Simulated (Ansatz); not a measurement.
**GdCu2C2 (I4/mmm): the Drude term of Re ε in the infrared**

Re ε of GdCu2C2 (I4/mmm) along x at low photon energies is read from one computed spectrum; the carriers' damping was typed as γ = 0.1 eV. x, y and z are the Cartesian axes of the input cell.

Symmetry: I4/mmm, No. 139, tetragonal system. Conventional cell: a = 3.619 Å, b = 3.619 Å, c = 8.739 Å, α = 90.00°, β = 90.00°, γ = 90.00°. Gd on site a is surrounded by 8 C at 2.67 Å and 8 Cu at 2.84 Å. Around Cu on site d lie 4 C at 2.31 Å and 4 Cu at 2.56 Å. C on site e has 1 C at 1.50 Å as nearest neighbours.

Method: Ansatz 0.2.0, PBE, independent particles, k-mesh 13×13×13 with interpolation inside its cells, Gaussian parameter 0.15 eV.

Launch of the response step: `ansatz run input.yaml --threads 2 --pin off --max-ram 5120MiB --backend cpu --events-out ev --progress --plain --runs-dir out`. The run took 13.5 min, on 2 threads of Arm Neoverse V1 (shared host).

```tsv
photon energy E (eV)	wavelength (µm)	Re ε
0.25	4.96	-298.2
0.30	4.13	-210.0
0.35	3.54	-153.1
0.40	3.10	-114.3
0.50	2.48	?
0.60	2.07	-39.0
0.70	1.77	-25.0
```

A Drude term over a constant background gives Re ε = ε_b − ωp²/(E² + γ²), linear in 1/(E² + γ²).

Working, on the rows shown:

| x = 1/(E² + γ²) (eV⁻²) | y = Re ε |
| --- | --- |
| 13.7931 | -298.2 |
| 10 | -210 |
| 7.54717 | -153.1 |
| 5.88235 | -114.3 |
| 2.7027 | -39 |
| 2 | -25 |

Means: x̄ = 6.9876, ȳ = -139.93. Σ(x − x̄)(y − ȳ) = -2330, Σ(x − x̄)² = 100.2. Slope = -2330 / 100.2 = -23.26; intercept = ȳ − slope · x̄ = 22.586. The line misses the rows shown by at most 1.3.

Problem. Fill in the last column of the withheld row.

Solution. At x = 3.8462 the line gives y = -66.869. The run gave -66.0, so the interpolation is off by 0.87, 0.3 % of the range in the table.

Refitted with all rows, the slope is -23.28 and the intercept 22.852. These give ωp = √(−slope) = 4.82 eV, against 4.85 eV from the program's Fermi-surface sum, and a background ε_b = 22.9 from interband transitions. The structure is a model and need not exist. The values come from a sum over the points of one k-mesh and carry its error, which is largest for Fermi-surface quantities. Spin-orbit coupling is left out.

[Logs are printed without paths, hosts, clocks, repeated set-up lines and the standing remarks that a program may print on its own settings, such as how far it seeks lower states.]
